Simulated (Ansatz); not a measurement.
**CoSi2 (Fm-3m): phonon-mediated transition temperature**

Aim: the phonon-mediated transition temperature of CoSi2 (Fm-3m) at ambient pressure, over a range of μ*. The cell shown first is a relaxed one, from steps not shown here.

Method: DFT PBE, scalar-relativistic, plane waves, PseudoDojo norm-conserving pseudopotentials, in the first sound run; inputs show where later runs differ, in Ansatz 0.2.0.

Most raw output is cut from this account.

**1. The cell after earlier relaxation steps**

Symmetry: Fm-3m, No. 225, cubic system. Conventional cell: a = 5.360 Å, b = 5.360 Å, c = 5.360 Å, α = 90.00°, β = 90.00°, γ = 90.00°. Nearest to Co lie 8 Si at 2.32 Å. Nearest to Si lie 4 Co at 2.32 Å. Farther neighbours are not listed.

**2. Electron–phonon run: PseudoDojo files**

The run that gives the couplings also evaluates McMillan's and Allen and Dynes's formulas and, where asked, the Eliashberg equations, over a range of μ*.

The input, input.yaml:

```yaml
crystal:
  lattice:
    - [0.0, 2.680158591, 2.680158591]
    - [2.680158591, 0.0, 2.680158591]
    - [2.680158591, 2.680158591, 0.0]
  atoms:
    - { symbol: Co, position: [0.0, 0.0, 0.0] }
    - { symbol: Si, position: [0.25, 0.25, 0.25] }
    - { symbol: Si, position: [0.75, 0.75, 0.75] }
kpoints:
  mp_grid: { grid: [9, 9, 9] }
hamiltonian:
  xc: pbe
  pseudopotentials: { kind: nc, accuracy: standard }
scf:
  occupations: { method: methfessel_paxton, width: 0.2 }
output:
  eigenvalues: true
phonons:
  method: dfpt
  qmesh: [3, 3, 3]
  temperatures: { t_max: 1000, t_step: 50 }
  qpath:
    path:
      - [[0.0, 0.0, 0.0], [0.5, 0.0, 0.5], [0.625, 0.25, 0.625]]
      - [[0.375, 0.375, 0.75], [0.0, 0.0, 0.0], [0.5, 0.5, 0.5], [0.5, 0.25, 0.75], [0.5, 0.0, 0.5]]
    npoints: 6
  electrical_resistivity:
    mesh: [16, 16, 16]
    temperatures: [20.0, 50.0, 80.0, 100.0, 150.0, 200.0, 273.0, 300.0, 400.0, 500.0, 600.0, 800.0]
  superconductivity: { mesh: [16, 16, 16], eliashberg_equations: false }
```

Command:

```
> ansatz run input.yaml --threads 16 --pin off --max-ram 92160MiB --backend cuda --events-out ev --progress --plain --runs-dir out --max-vram 78GiB
```

It took 28 s on 1 × NVIDIA GB200 with 16 threads of Arm Neoverse V2, shared host; peak memory 4.1 GiB.

This run has no spin polarisation, although Co can carry a moment.

Numbers from this step:

- volume per atom: 12.83 Å³/atom
- metallic on mesh: yes
- gap on the k-mesh: 0 eV
- zero-point energy: 0.1549 eV/cell
- share of imaginary modes in the plain interpolation between solved wavevectors: 0
- highest frequency, solved or plainly interpolated: 382.6 cm⁻¹
- Debye temperature (second moment): 540 K
- resistivity at 300 K: 10.3 μΩ cm
- coupling constant λ: 0.3952
- density of states at the Fermi level: 0.5243 states/eV a spin and cell
- log mean phonon energy ħω_log: 25.28 meV
- transport coupling constant λ_tr: 0.3837, 0.3837, 0.3837 (xx, yy, zz)
- Drude plasma energy: 6.267, 6.267, 6.267 eV (xx, yy, zz)
- resistivity times mean free path: 9.492, 9.492, 9.492 × 10⁻¹⁶ Ω m² (xx, yy, zz)
- second-moment phonon energy ħω₂: 31.30 meV

Transition temperatures:

```
  μ*  McMillan Tc (K)  Allen–Dynes Tc (K)
0.08              1.8                1.84
 0.1             1.15                1.17
0.12            0.667               0.677
0.13            0.487               0.494
0.14            0.343               0.348
0.16            0.149               0.151
 0.2            0.012              0.0121
```

**3. Coupling and resistivity: finite displacements**

Finite displacements in a supercell are the other road to force constants and couplings; here with the base functional.

This step: DFT PBE, scalar-relativistic, plane waves, PAW; PAW set soft_1 (Ansatz 0.2.0).

input.yaml, as its differences from that of step 2:

```diff
@@ -2,5 +2,5 @@
   lattice:
-    - [0.0, 2.680158591, 2.680158591]
-    - [2.680158591, 0.0, 2.680158591]
-    - [2.680158591, 2.680158591, 0.0]
+    - [0.0, 2.6801166171, 2.6801166171]
+    - [2.6801166171, 0.0, 2.6801166171]
+    - [2.6801166171, 2.6801166171, 0.0]
   atoms:
@@ -13,3 +13,3 @@
   xc: pbe
-  pseudopotentials: { kind: nc, accuracy: standard }
+  pseudopotentials: { kind: paw, azcp: { folder: soft_1 } }
 scf:
@@ -19,4 +19,4 @@
 phonons:
-  method: dfpt
-  qmesh: [3, 3, 3]
+  method: fd
+  supercell: [3, 3, 3]
   temperatures: { t_max: 1000, t_step: 50 }
```

Elapsed: 26 s, on 1 × NVIDIA GB200 with 16 threads; peak memory 3.7 GiB.

Numbers from this step:

```
zero-point energy                                 : 0.1545 eV/cell
highest frequency, solved or plainly interpolated : 380.9 cm⁻¹
Debye temperature (second moment)                 : 538 K
resistivity at 300 K                              : 10.32 μΩ cm
coupling constant λ                               : 0.3976
density of states at the Fermi level              : 0.522 states/eV a spin and cell
log mean phonon energy ħω_log                     : 25.31 meV
transport coupling constant λ_tr                  : 0.3853, 0.3853, 0.3853 (xx, yy, zz)
Drude plasma energy                               : 6.27, 6.27, 6.27 eV (xx, yy, zz)
resistivity times mean free path                  : 9.503, 9.503, 9.503 × 10⁻¹⁶ Ω m² (xx, yy, zz)
second-moment phonon energy ħω₂                   : 31.32 meV
```

Transition temperatures:

```
  μ*  McMillan Tc (K)  Allen–Dynes Tc (K)
0.08             1.86                1.89
 0.1             1.19                1.21
0.12            0.697               0.707
0.13            0.511               0.518
0.14            0.362               0.367
0.16             0.16               0.162
 0.2           0.0135              0.0137
```

**4. Coupling and resistivity: r2SCAN at its own relaxed cell**

The functional sets the lattice constant, the bands and the force constants.

This step: DFT r2SCAN, scalar-relativistic, plane waves, PAW; PAW set soft_1 (Ansatz 0.2.0).

input.yaml, as its differences from that of step 3:

```diff
@@ -2,5 +2,5 @@
   lattice:
-    - [0.0, 2.6801166171, 2.6801166171]
-    - [2.6801166171, 0.0, 2.6801166171]
-    - [2.6801166171, 2.6801166171, 0.0]
+    - [0.0, 2.6573068899, 2.6573068899]
+    - [2.6573068899, 0.0, 2.6573068899]
+    - [2.6573068899, 2.6573068899, 0.0]
   atoms:
@@ -12,3 +12,3 @@
 hamiltonian:
-  xc: pbe
+  xc: r2scan
   pseudopotentials: { kind: paw, azcp: { folder: soft_1 } }
@@ -19,4 +19,4 @@
 phonons:
-  method: fd
-  supercell: [3, 3, 3]
+  method: dfpt
+  qmesh: [3, 3, 3]
   temperatures: { t_max: 1000, t_step: 50 }
```

Wall time 70 s (1 × NVIDIA GB200 with 16 threads); peak memory 3.2 GiB.

Numbers from this step:

```yaml
volume_per_atom: 12.51 Å³/atom
zero_point_energy: 0.1630 eV/cell
highest_frequency_solved_or_plainly_interpolated: 396.9 cm⁻¹
debye_temperature_second_moment: 566 K
resistivity_at_300_k: 8.972 μΩ cm
coupling_constant_lambda: 0.3828
density_of_states_at_the_fermi_level: 0.4791 states/eV a spin and cell
log_mean_phonon_energy_omega_log: 27.62 meV
transport_coupling_constant_lambda_tr: 0.3702, 0.3702, 0.3702 (xx, yy, zz)
drude_plasma_energy: 6.518, 6.518, 6.518 eV (xx, yy, zz)
resistivity_times_mean_free_path: 9.413, 9.413, 9.413 × 10⁻¹⁶ Ω m² (xx, yy, zz)
second_moment_phonon_energy_omega: 33.64 meV
```

Transition temperatures:

```
  μ*  McMillan Tc (K)  Allen–Dynes Tc (K)
0.08             1.68                1.71
 0.1             1.04                1.05
0.12            0.577               0.585
0.13             0.41               0.415
0.14            0.279               0.283
0.16            0.111               0.113
 0.2          0.00647             0.00653
```

The Eliashberg function α²F has structure finer than the step of the table below, so its rows give means over 1 meV, whole bins alone (the curve runs from 0.192 to 49.1 meV). Peaks (meV: height): α²F 41.4: 0.327, 47.5: 0.894, 48.7: 0.940; α²F tr 21.7: 0.162, 34.8: 0.247, 47.5: 0.938, 48.7: 0.859.

The Eliashberg function α²F by phonon energy; means over each step:

```
phonon energy (meV)      α²F   α²F tr
                  1   7.7e-6        0
                  2   1.1e-4        0
                  3   6.0e-4   1.0e-4
                  4  0.00180   3.8e-4
                  5  0.00314   7.1e-4
                  6  0.00521  0.00134
                  7  0.00810  0.00233
                  8   0.0121  0.00385
                  9   0.0171  0.00595
                 10   0.0236  0.00906
                 11   0.0298   0.0129
                 12   0.0367   0.0183
                 13   0.0439   0.0256
                 14   0.0521   0.0354
                 15   0.0628   0.0491
                 16   0.0794   0.0707
                 17   0.0937   0.0914
                 18    0.105    0.111
                 19    0.114    0.129
                 20    0.122    0.145
                 21    0.127    0.158
                 22    0.128    0.162
                 23    0.125    0.158
                 24    0.110    0.136
                 25   0.0759   0.0918
                 26   0.0714   0.0844
                 27   0.0669   0.0790
                 28   0.0604   0.0727
                 29   0.0495   0.0606
                 30   0.0217   0.0246
                 31   0.0319   0.0425
                 32   0.0602   0.0853
                 33   0.0910    0.128
                 34    0.142    0.194
                 35    0.166    0.221
                 36    0.170    0.204
                 37    0.192    0.196
                 38    0.214    0.193
                 39    0.248    0.207
                 40    0.281    0.209
                 41    0.257    0.164
                 42    0.219    0.136
                 43   0.0741   0.0848
                 44   0.0858   0.0797
                 45    0.174    0.150
                 46    0.246    0.227
                 47    0.431    0.428
                 48    0.814    0.791
```

The Eliashberg function α²F has structure finer than the step of the table below, so its rows give means over 1 meV, whole bins alone (the curve runs from 0.192 to 49.1 meV). Peaks (meV: height): α²F 41.4: 0.327, 47.5: 0.894, 48.7: 0.940; Co 23.7: 0.0889, 33.7: 0.0706, 48.7: 0.199; Si 41.4: 0.311, 47.5: 0.744, 48.7: 0.741.

Eliashberg function α²F against phonon energy; means over each step:

```
phonon energy (meV)      α²F       Co       Si
                  1   7.7e-6        0        0
                  2   1.1e-4   5.8e-5   5.8e-5
                  3   6.0e-4   3.0e-4   3.0e-4
                  4  0.00180   9.4e-4   8.7e-4
                  5  0.00314  0.00166  0.00151
                  6  0.00521  0.00272  0.00248
                  7  0.00810  0.00434  0.00380
                  8   0.0121  0.00657  0.00554
                  9   0.0171  0.00941  0.00771
                 10   0.0236   0.0131   0.0105
                 11   0.0298   0.0168   0.0129
                 12   0.0367   0.0211   0.0156
                 13   0.0439   0.0257   0.0182
                 14   0.0521   0.0311   0.0210
                 15   0.0628   0.0383   0.0245
                 16   0.0794   0.0496   0.0299
                 17   0.0937   0.0596   0.0341
                 18    0.105   0.0680   0.0372
                 19    0.114   0.0749   0.0394
                 20    0.122   0.0809   0.0407
                 21    0.127   0.0860   0.0413
                 22    0.128   0.0875   0.0401
                 23    0.125   0.0875   0.0379
                 24    0.110   0.0776   0.0327
                 25   0.0759   0.0528   0.0231
                 26   0.0714   0.0504   0.0210
                 27   0.0669   0.0480   0.0189
                 28   0.0604   0.0439   0.0165
                 29   0.0495   0.0362   0.0133
                 30   0.0217   0.0156  0.00618
                 31   0.0319   0.0236  0.00828
                 32   0.0602   0.0452   0.0150
                 33   0.0910   0.0660   0.0250
                 34    0.142   0.0537   0.0887
                 35    0.166   0.0281    0.138
                 36    0.170   0.0199    0.151
                 37    0.192   0.0223    0.170
                 38    0.214   0.0216    0.192
                 39    0.248   0.0202    0.227
                 40    0.281   0.0212    0.260
                 41    0.257   0.0172    0.240
                 42    0.219   0.0111    0.208
                 43   0.0741  0.00907   0.0650
                 44   0.0858   0.0194   0.0664
                 45    0.174   0.0464    0.128
                 46    0.246   0.0675    0.179
                 47    0.431   0.0952    0.336
                 48    0.814    0.158    0.656
```

**5. Results**

```json
{"meshes": "q 3×3×3, k 9×9×9, scattering 16×16×16", "coupling constant λ": "0.383", "log mean phonon energy ħω_log": "27.6 meV", "Allen–Dynes Tc at μ* = 0.1": "1.05 K", "Allen–Dynes Tc at μ* = 0.13": "0.415 K"}
```

**Reading.** In the last run (r2SCAN, q 3×3×3, k 9×9×9, scattering 16×16×16), with λ = 0.38 and ħω_log = 27.6 meV, Tc at μ* = 0.13 is 0.41 K by McMillan's formula and 0.41 K by Allen and Dynes's. Raising μ* from 0.10 to 0.16 lowers the Allen–Dynes value from 1.1 to 0.11 K. By the run's own test λ is not converged in the fine mesh: it moves by 5 % between the two finest. The run's transport test calls it not converged in the mesh; ρ(300 K) moves by 9 % in the component that moves most. The runs are not spin-polarised; where the real material orders magnetically, these values do not describe it. Over the runs, λ takes the values 0.395, 0.398 and 0.383, in the order shown. μ* is a typed number, phonons are harmonic, and spin fluctuations are left out; at μ* = 0.13 McMillan's formula turns 1 % in λ into about 8.5 % in Tc.

[Logs are printed without paths, hosts, clocks, repeated set-up lines and the standing remarks that a program may print on its own settings, such as how far it seeks lower states.]

[Hosts, paths, dates, database ids (printed as entryN), source tags and the programs' standing remarks are cut or masked in the printed files.]
